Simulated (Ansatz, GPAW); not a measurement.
# LiCuSO (model structure): optical spectrum from first principles, part 2 of 3

Aim: the dielectric function of LiCuSO (model structure), and the optical constants that follow from it. The structure is a model built here, which may or may not match a known phase. It was built so: 1 of the 2 O atoms of the cell replaced by S in the C2/m structure of LiCuO2. The cell is first relaxed with Ansatz.

GPAW 26.7.0; DFT, LDA, plane-wave PAW (GPAW data sets), scalar-relativistic, RPA, optical limit.

So far: Set-up; Relaxation.

### 3. Ground state

First the ground state: is it a metal or has it a gap?

This step: DFT, LDA, plane-wave PAW (GPAW data sets), scalar-relativistic, ground state (GPAW 26.7.0).

File gs.py:

```python
from ase import Atoms
from ase.dft.bandgap import bandgap
from gpaw import GPAW, PW, FermiDirac

atoms = Atoms(['Cu', 'S', 'O', 'Li'],
              cell=[[2.94590117, -1.42385281, -0.46592599],
                    [2.94590117, 1.42385281, -0.46592599],
                    [-3.58091115, 0.00000000, 6.28781577]],
              scaled_positions=[[0.02097798, 0.02097798, 0.95572371],
                                [0.55051550, 0.55051550, 0.19602948],
                                [0.41188599, 0.41188599, 0.73534468],
                                [0.01662053, 0.01662053, 0.61290213]],
              pbc=[True, True, True])
atoms.calc = GPAW(mode=PW(500), xc='LDA', kpts={'size': (9, 9, 4), 'gamma': True},
                  occupations=FermiDirac(0.05), maxiter=150, txt='gs.txt')
print('energy (eV)', atoms.get_potential_energy())
print('Fermi level (eV)', atoms.calc.get_fermi_level())
print('valence electrons', atoms.calc.get_number_of_electrons())
print('gap (eV)', bandgap(atoms.calc, output=None)[0])
print('direct gap (eV)', bandgap(atoms.calc, direct=True, output=None)[0])
atoms.calc.write('gs.gpw')
```

The run is started by

```bash
$ OMP_NUM_THREADS=1 python gs.py
```

Numbers of over 12 decimals in the logs are rounded to 6 here.

Log:

```text
__  _  _
 | _ |_)|_||  |
 |__||  | ||/\| - 26.7.0

Versions:
  Python: 3.12.14
  ASE:    3.29.0
  Numpy:  2.5.5
  Scipy:  1.18.1
  Libxc:  7.0.0

Input parameters:
  mode=PW(ecut=500.0),
  kpts=MonkhorstPack(size=(9, 9, 4), gamma=True),
  maxiter=150,
  occupations=Occupations(name='fermi-dirac', width=0.05, fixmagmom=False),
  xc=XC(name='LDA')

Diagonalizing LCAO Hamiltonian
Converting LCAO to pw mode

       Cu

              O
          Li

                     S

Atoms  # Å, Bohr magnetons
|   | symbol |         x |         y |        z |    initial magnetic moments |
| 0 |     Cu | -3.298764 | -0.000000 | 5.989866 | ( 0.0000,  0.0000,  0.0000) |
| 1 |      S |  2.541564 |  0.000000 | 0.719598 | ( 0.0000,  0.0000,  0.0000) |
| 2 |      O | -0.206453 |  0.000000 | 4.239895 | ( 0.0000,  0.0000,  0.0000) |
| 3 |     Li | -2.096823 |  0.000000 | 3.838328 | ( 0.0000,  0.0000,  0.0000) |

Unit cell  # Å
| periodic |         x |         y |         z |  lengths |     angles |
|      yes |  2.945901 | -1.423853 | -0.465926 | 3.304963 | 124.306161 |
|      yes |  2.945901 |  1.423853 | -0.465926 | 3.304963 | 124.306161 |
|      yes | -3.580911 |  0.000000 |  6.287816 | 7.235990 |  51.039561 |

Number of symmetries: 2
Symmetry operations  # r_c * U_cc + t_c -> r_c
|   | kind |            matrix            |
| 0 |  E   |  1, 0, 0,  0, 1, 0,  0, 0, 1 |
| 1 |  σ   |  0, 1, 0,  1, 0, 0,  0, 0, 1 |

BZ-sampling:
  Number of BZ points: 324
  Number of IBZ points: 95

  Monkhorst-Pack size: [9, 9, 4]
  Monkhorst-Pack shift: [0.0, 0.0, 0.125]

K-points  # in reciprocal-cell coordinates
|     |                                coordinates |     weight |
|   0 | (  0.00000000,   0.00000000,   0.00000000) | 0.00308642 |
|   1 | (  0.00000000,   0.00000000,   0.25000000) | 0.00617284 |
|   2 | (  0.00000000,   0.00000000,   0.50000000) | 0.00308642 |
|   3 | (  0.11111111,  -0.11111111,   0.00000000) | 0.00617284 |
|   4 | (  0.11111111,  -0.11111111,   0.25000000) | 0.01234568 |
|   5 | (  0.11111111,  -0.11111111,   0.50000000) | 0.00617284 |
|   6 | (  0.11111111,   0.00000000,  -0.25000000) | 0.01234568 |
|   7 | (  0.11111111,   0.00000000,   0.00000000) | 0.01234568 |
|   8 | (  0.11111111,   0.00000000,   0.25000000) | 0.01234568 |
|   9 | (  0.11111111,   0.00000000,   0.50000000) | 0.01234568 |
| ... |                                            |            |
|  94 | (  0.44444444,   0.44444444,   0.50000000) | 0.00617284 |

Plane wave coefficients: 1235
Cutoff: 500.0 eV

Spin-components: 1 (collinear spins)
Bands:           19
Projectors:      19
Spin-degeneracy: 2
Datatype:        complex128

Parallelization:
  kpt:    1
  domain: 1
  band:   1

Density:
  Valence electrons: 24.0
  Components: 1
  Grid points: [18 18 40]
  Charge: 0.0  # |e|

Potential:
  Grid points: [18 18 40]

species:
  Cu:
    name:    Copper
    id:
    Z:       29.0
    valence: 11
    core:    18
    charge:  0.0  # [|e|]
    compensation charges:
      type: gauss
      rc: 0.33  # [Å]
      lmax: 2
    cutoffs:
      filter: 2.06  # [Å]
      core: 2.43  # [Å]
    projectors
    | kind |    occ | energy [eV] | rcut [Å] |
    |   4s |  1.000 |      -4.857 |    1.164 |
    |   4p |  0.000 |      -0.783 |    1.164 |
    |   3d | 10.000 |      -5.324 |    1.058 |
    |    s |        |      22.354 |    1.164 |
    |    p |        |      26.429 |    1.164 |
    |    d |        |      21.887 |    1.058 |

    Using partial waves for Cu as LCAO basis

  S:
    name:    Sulfur
    id:
    Z:       16.0
    valence: 6
    core:    10
    charge:  0.0  # [|e|]
    compensation charges:
      type: gauss
      rc: 0.24  # [Å]
      lmax: 2
    cutoffs:
      filter: 1.77  # [Å]
      core: 1.66  # [Å]
    projectors
    | kind |    occ | energy [eV] | rcut [Å] |
    |   3s |  2.000 |     -17.278 |    0.974 |
    |   3p |  4.000 |      -7.106 |    0.979 |
    |    s |        |       9.933 |    0.974 |
    |    p |        |      20.105 |    0.979 |
    |    d |        |       0.000 |    0.900 |

    Using partial waves for S as LCAO basis

  O:
    name:    Oxygen
    id:
    Z:       8.0
    valence: 6
    core:    2
    charge:  0.0  # [|e|]
    compensation charges:
      type: gauss
      rc: 0.21  # [Å]
      lmax: 2
    cutoffs:
      filter: 1.17  # [Å]
      core: 0.83  # [Å]
    projectors
    | kind |    occ | energy [eV] | rcut [Å] |
    |   2s |  2.000 |     -23.752 |    0.688 |
    |   2p |  4.000 |      -9.195 |    0.598 |
    |    s |        |       3.459 |    0.688 |
    |    p |        |      18.016 |    0.598 |
    |    d |        |       0.000 |    0.619 |

    Using partial waves for O as LCAO basis

  Li:
    name:    Lithium
    id:
    Z:       3.0
    valence: 1
    core:    2
    charge:  0.0  # [|e|]
    compensation charges:
      type: gauss
      rc: 0.33  # [Å]
      lmax: 2
    cutoffs:
      filter: 1.91  # [Å]
      core: 2.55  # [Å]
    projectors
    | kind |    occ | energy [eV] | rcut [Å] |
    |   2s |  1.000 |      -2.874 |    1.058 |
    |   2p |  0.000 |      -1.126 |    1.058 |
    |    s |        |      24.338 |    1.058 |

    Using partial waves for Li as LCAO basis

Reference energy: -58003.197855  # eV

eigensolver:
  PPCG
  Converge bands: occupied
  niter=2

density mixing:
  MSR1-Mixer
  Pratt-step length: 0.05
  Maximum mixing coefficient: 0.75
  Old densities: 10
  SVD Regularization: 0.005
  Good broyden scale: 1.0
  Trust region scale: 1.0
  Backstep threshold: 4.0
  History deletion threshold: 6.0
  Fourier metric: weight=20.0, sigma=0.015

occupation numbers:
  Fermi-Dirac:
    width: 0.0500  # eV

poisson solver:
  ecut: 4000.0  # eV

xc functional:
  name: None

convergence criteria:
- Maximum [total energy] change in last 3 cyles: 0.0005 eV / valence electron
- Maximum integral of absolute [dens]ity change: 0.0001 electrons / valence electron
- Maximum integral of absolute [eigenst]ate change: 4e-08 eV^2 / valence electron
maximum number of iterations: 150

SCF iterations
|iter     |      energy | eigst |  dens |
|iter:   1||  -25.941693 | +0.37 |       |
|iter:   2||  -23.046269 | -0.91 | -0.82 |
|iter:   3||  -20.530525 | -0.92 | -0.97 |
|iter:   4||  -20.215698 | -1.57 | -1.26 |
|iter:   5||  -20.151565 | -2.53 | -1.47 |
|iter:   6||  -20.089788 | -2.79 | -1.62 |
|iter:   7||  -20.088044 | -4.09 | -2.31 |
|iter:   8||  -20.087970c| -4.71 | -2.76 |
|iter:   9||  -20.087945c| -5.66 | -3.39 |
|iter:  10||  -20.087947c| -6.74 | -3.90 |
|iter:  11||  -20.087947c| -8.05c| -4.52c|

Converged in 11 steps
SCF loop duration: 54.817 s (4.983 s/step)
Energy contributions relative to reference atoms: (reference = -58003.197855)

Energy contributions:
  Kinetic:           5.480263
  Coulomb:          -6.527410
  Zero:              0.153417
  External:          0.000000
  Xc:              -19.190161
  Entropy:          -0.008113
  Spinorbit:         0.000000
  ----------------------------
  Free energy:     -20.092003
  Extrapolated:    -20.087947

dipole moment: (-19.809631, -0.000000, 11.080445)  # |e|*Ang

Fermi level: 4.851
Eigenvalues  # (at kpt = [0.000, 0.000, 0.000])
| band index |      eig [eV] | occ [0-2] |
|          0 |       -12.771 |     2.000 |
|        ... |               |           |
|          3 |        -0.034 |     2.000 |
|          4 |         0.556 |     2.000 |
|          5 |         1.348 |     2.000 |
|          6 |         1.863 |     2.000 |
|          7 |         1.971 |     2.000 |
|          8 |         3.268 |     2.000 |
|          9 |         3.785 |     2.000 |
|         10 |         4.211 |     2.000 |
|         11 |         5.357 |     0.000 |
|         12 |         7.108 |     0.000 |
|         13 |         8.928 |     0.000 |
|         14 |        11.408 |     0.000 |
|         15 |        13.896 |     0.000 |
|         16 |        14.465 |     0.000 |
|         17 |        16.231 |     0.000 |
|         18 |        17.255 |     0.000 |

No gap
No difference between direct/indirect transitions

--- standard output ---
energy (eV) -20.087947
Fermi level (eV) 4.851376
valence electrons 24.0
gap (eV) 0.0
direct gap (eV) 0.0
```

Wall time 58 s (1 thread of Arm Neoverse V2, shared host); peak memory 0.2 GiB.

This run has no spin polarisation, although Cu can carry a moment.

This step gave:

```
energy       : -20.09 eV
Fermi energy : 4.851 eV
electrons    : 24
```

There are states at the Fermi level within the smearing, so the occupations stay smeared and the carriers get a Drude term.

### 4. Bands for the response

The response needs many more empty bands than the density does.

This step: DFT, LDA, plane-wave PAW (GPAW data sets), scalar-relativistic, bands at fixed density (GPAW 26.7.0).

File nscf.py:

```python
from ase.dft.bandgap import bandgap
from gpaw import GPAW, FermiDirac

calc = GPAW('gs.gpw').fixed_density(kpts={'size': (14, 14, 6), 'gamma': True}, nbands=43, convergence={'bands': 37},
                                    occupations=FermiDirac(0.05), txt='nscf.txt')
print('gap (eV)', bandgap(calc, output=None)[0])
print('direct gap (eV)', bandgap(calc, direct=True, output=None)[0])
print('top band over the Fermi level (eV)', min(calc.get_eigenvalues(kpt=k)[36] for k in range(len(calc.get_ibz_k_points()))) - calc.get_fermi_level())
calc.write('full.gpw', mode='all')
```

The run is started by

```bash
$ OMP_NUM_THREADS=1 python nscf.py
```

Log:

```text
Diagonalizing LCAO Hamiltonian
Converting LCAO to pw mode
convergence criteria:
- Maximum integral of absolute [eigenst]ate change: 4e-08 eV^2 / valence electron
maximum number of iterations: 150

SCF iterations
|iter     |      energy | eigst |  dens |
|iter:   1||             | +3.34 |       |
|iter:   2||             | +1.95 |       |
|iter:   3||             | +1.08 |       |
|iter:   4||             | +0.23 |       |
|iter:   5||             | -0.55 |       |
|iter:   6||             | -1.36 |       |
|iter:   7||             | -2.12 |       |
|iter:   8||             | -2.92 |       |
|iter:   9||             | -3.74 |       |
|iter:  10||             | -4.57 |       |
|iter:  11||             | -5.42 |       |
|iter:  12||             | -6.26 |       |
|iter:  13||             | -7.00 |       |
|iter:  14||             | -7.50c|       |
SCF steps: 14
  __  _  _
 | _ |_)|_||  |
 |__||  | ||/\| - 26.7.0

Versions:
  Python: 3.12.14
  ASE:    3.29.0
  Numpy:  2.5.5
  Scipy:  1.18.1
  Libxc:  7.0.0

Input parameters:
  mode=PW(ecut=500.0),
  convergence={'bands': 37},
  gpts=array([18, 18, 40]),
  kpts=MonkhorstPack(size=(14, 14, 6), gamma=True),
  maxiter=150,
  nbands=43,
  occupations=Occupations(name='fermi-dirac', width=0.05, fixmagmom=False),
  parallel={},
  xc=XC(name='LDA')

--- standard output ---
gap (eV) 0.0
direct gap (eV) 0.0
top band over the Fermi level (eV) 29.106727
```

Run time: 8.5 min. Hardware: 1 thread; peak memory 0.57 GiB.

(Continued in part 3 of 3.)

[Machine, clock and banner lines and Python warnings are left out of the logs.]

[Logs are printed without paths, hosts, clocks, repeated set-up lines and the standing remarks that a program may print on its own settings, such as how far it seeks lower states.]

[Hosts, paths, dates, database ids (printed as entryN), source tags and the programs' standing remarks are cut or masked in the printed files.]
